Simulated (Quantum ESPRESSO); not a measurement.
# KMgF3 (Pm-3m): modes at Γ and the response to a field, part 5 of 5

Aim: the zone-centre modes of KMgF3 (Pm-3m).

Quantum ESPRESSO 7.5; DFT PBE, scalar-relativistic, plane waves, GBRV ultrasoft pseudopotentials.

So far. Step 6 (Zone-centre analysis): The rule also moves an optical mode by 1.0 cm⁻¹. Step 9 (The LO-TO splitting (1 0 0)): The field moves 3 modes; the highest of them now lies at 524 cm⁻¹, where the highest that moved away lay at 426.

### Step 16. Ground state, volume × 1.06

scf.in reads:

```
 &control
    calculation='scf',
    prefix='x',
    outdir='./tmp',
    pseudo_dir='./pseudo',
    tprnfor=.true.,
    tstress=.true.,
 /
 &system
    ibrav=1,
    celldm(1)=7.80862598,
    nat=5,
    ntyp=3,
    ecutwfc=55.0,
    ecutrho=440.0,
    occupations='fixed',
    nbnd=22,
 /
 &electrons
    conv_thr=1.0d-12,
    mixing_beta=0.7,
    electron_maxstep=100,
 /
ATOMIC_SPECIES
 K      39.0983  K.upf
 Mg     24.3050  Mg.upf
 F      18.9984  F.upf
ATOMIC_POSITIONS crystal
 K      0.500000000   0.500000000   0.500000000
 Mg     0.000000000   0.000000000   0.000000000
 F      0.500000000   0.000000000   0.000000000
 F      0.000000000   0.500000000   0.000000000
 F      0.000000000   0.000000000   0.500000000
K_POINTS automatic
 8 8 8 0 0 0
```

Launch:

```
$ OMP_NUM_THREADS=1 mpirun -n 4 pw.x -nk 4 -in scf.in > scf.out
```

The program printed:

```text
[banners, grids, parts of the stress and lines that vanish by symmetry left out]
[banner, memory and clock lines left out]
Program PWSCF v.7.5

[...]
kinetic-energy cutoff     =      55.0000  Ry
     charge density cutoff     =     440.0000  Ry
     scf convergence threshold =      1.0E-12
[...]
Exchange-correlation=  SLA  PW   PBX  PBC
                           (   1   4   3   4   0   0   0)
[...]
48 Sym. Ops., with inversion, found
[...]
number of k points=    35
[...]
End of self-consistent calculation
[...]
highest occupied, lowest unoccupied level (ev):     1.8212    8.3714
!    total energy              =    -328.89414465 Ry
[...]
convergence has been achieved in  12 iterations
[...]
atom    1 type  1   force =     0.00000000    0.00000000    0.00000000
     atom    2 type  2   force =     0.00000000    0.00000000    0.00000000
     atom    3 type  3   force =     0.00000000    0.00000000    0.00000000
     atom    4 type  3   force =     0.00000000    0.00000000    0.00000000
     atom    5 type  3   force =     0.00000000    0.00000000    0.00000000
     Total force =     0.000000     Total SCF correction =     0.000000
[...]
total   stress  (Ry/bohr**3)                   (kbar)     P=      -33.55
[...]
XML data file, charge density, pseudopotentials, collected wavefunctions
```

Run time: 36 s. Hardware: 4 MPI ranks of Arm Neoverse N1, shared host.

Read from the output:

```yaml
volume_per_atom: 14.11 Å³
pressure: -3.355 GPa
gap_on_the_k_mesh: 6.550 eV
```

### Step 17. Linear response at Γ, volume × 1.06

It starts from a fresh copy of the ground state of step 16.

ph.in reads:

```
phonons
 &inputph
    prefix='x',
    outdir='./tmp',
    fildyn='s.dyn',
    tr2_ph=1.0d-18,
    epsil=.true.,
 /
0.000000000000 0.000000000000 0.000000000000
```

Launch:

```
$ OMP_NUM_THREADS=1 mpirun -n 4 ph.x -nk 4 -in ph.in > ph.out
```

The program printed:

```text
[banners, grids, parts of the stress and lines that vanish by symmetry left out]
[banner, memory and clock lines left out]
Program PHONON v.7.5

[...]
Exchange-correlation= PBE
                           (   1   4   3   4   0   0   0)
[...]
kinetic-energy cut-off    =      55.0000  Ry
     charge density cut-off    =     440.0000  Ry
     convergence threshold     =      1.0E-18
[...]
Exchange-correlation= PBE
                           (   1   4   3   4   0   0   0)
[...]
q = (   0.0000000   0.0000000   0.0000000 )
     49 Sym.Ops. (with q -> -q+G )
     G cutoff =  679.5825  (  74125 G-vectors)     FFT grid: ( 54, 54, 54)
     G cutoff =  339.7912  (  26145 G-vectors)  smooth grid: ( 40, 40, 40)
     number of k points=    35
[...]
Mode symmetry, O_h (m-3m)  point group:
[...]
Dielectric constant
[...]
End of electric fields calculation
          Dielectric constant in cartesian axis
          (       2.039620749       0.000000000       0.000000000 )
          (       0.000000000       2.039620749       0.000000000 )
          (       0.000000000       0.000000000       2.039620749 )
          Effective charges (d Force / dE) in cartesian axis without acoustic sum rule applied (asr)
           atom    1  K     Mean Z*:        1.17612
      Ex  (        1.17612        0.00000        0.00000 )
      Ey  (        0.00000        1.17612        0.00000 )
      Ez  (        0.00000        0.00000        1.17612 )
           atom    2  Mg    Mean Z*:        2.03982
      Ex  (        2.03982        0.00000        0.00000 )
      Ey  (        0.00000        2.03982        0.00000 )
      Ez  (        0.00000        0.00000        2.03982 )
           atom    3  F     Mean Z*:       -1.07028
      Ex  (       -1.31344        0.00000        0.00000 )
      Ey  (        0.00000       -0.94870        0.00000 )
      Ez  (        0.00000        0.00000       -0.94870 )
           atom    4  F     Mean Z*:       -1.07028
      Ex  (       -0.94870        0.00000        0.00000 )
      Ey  (        0.00000       -1.31344        0.00000 )
      Ez  (        0.00000        0.00000       -0.94870 )
           atom    5  F     Mean Z*:       -1.07028
      Ex  (       -0.94870        0.00000        0.00000 )
      Ey  (        0.00000       -0.94870        0.00000 )
      Ez  (        0.00000        0.00000       -1.31344 )
          Effective charges Sum: Mean:        0.00509
[...]
Effective charges (d Force / dE) in cartesian axis with asr applied:
           atom    1  K     Mean Z*:        1.17511
[...]
atom    2  Mg    Mean Z*:        2.03880
[...]
atom    3  F     Mean Z*:       -1.07130
[...]
atom    4  F     Mean Z*:       -1.07130
[...]
atom    5  F     Mean Z*:       -1.07130
[...]
Representation #   1 modes #   1   2   3
[...]
End of self-consistent calculation
     Convergence has been achieved
     Representation #   2 modes #   4   5   6
[...]
End of self-consistent calculation
     Convergence has been achieved
     Representation #   3 modes #   7   8   9
[...]
End of self-consistent calculation
     Convergence has been achieved
     Representation #   4 modes #  10  11  12
[...]
[... iterations left out ...]
      iter #   4   av.it.:  15.4
      thresh= 1.439E-06 alpha_mix =  0.700 |ddv_scf|^2 =  8.254E-12
```

The job ended after 20 min (4 MPI ranks).

The run was cut off at its time limit.

### Step 18. Summary of results

| Quantity | Value |
| --- | --- |
| space group after relaxation | Pm-3m |
| volume per atom | 13.3 Å³ |
| gap on the k-mesh | 6.95 eV |
| highest optical zone-centre mode (no LO-TO term) | 425.9 cm⁻¹ |
| lowest optical zone-centre mode | 139.2 cm⁻¹ |
| highest mode moved by the LO-TO term | 523.6 cm⁻¹ |
| mean high-frequency dielectric constant | 2.06 |
| largest Born charge in size (third of the trace) | 2.02 e |
| mean static dielectric constant | 7.15 |
| imaginary optical modes at the zone centre (no q mesh in this session) | none |

What this shows: At the PBE level the optical modes of KMgF3 (Pm-3m) at the zone centre (no LO-TO term) run from 139 to 426 cm⁻¹. Along the directions run, the highest mode that the macroscopic field moves lies at 524 cm⁻¹. Lattice motion raises the mean dielectric constant from 2.065 to 7.149. Of the 12 optical modes, 9 are infrared active alone and 3 are silent. These are harmonic frequencies at zero temperature: anharmonic shifts and linewidths and thermal expansion are left out.

[Host names and launcher messages were left out of these logs when they were recorded.]

[Logs are printed without paths, hosts, clocks, repeated set-up lines and the standing remarks that a program may print on its own settings, such as how far it seeks lower states.]

[Hosts, paths, dates, database ids (printed as entryN), source tags and the programs' standing remarks are cut or masked in the printed files.]
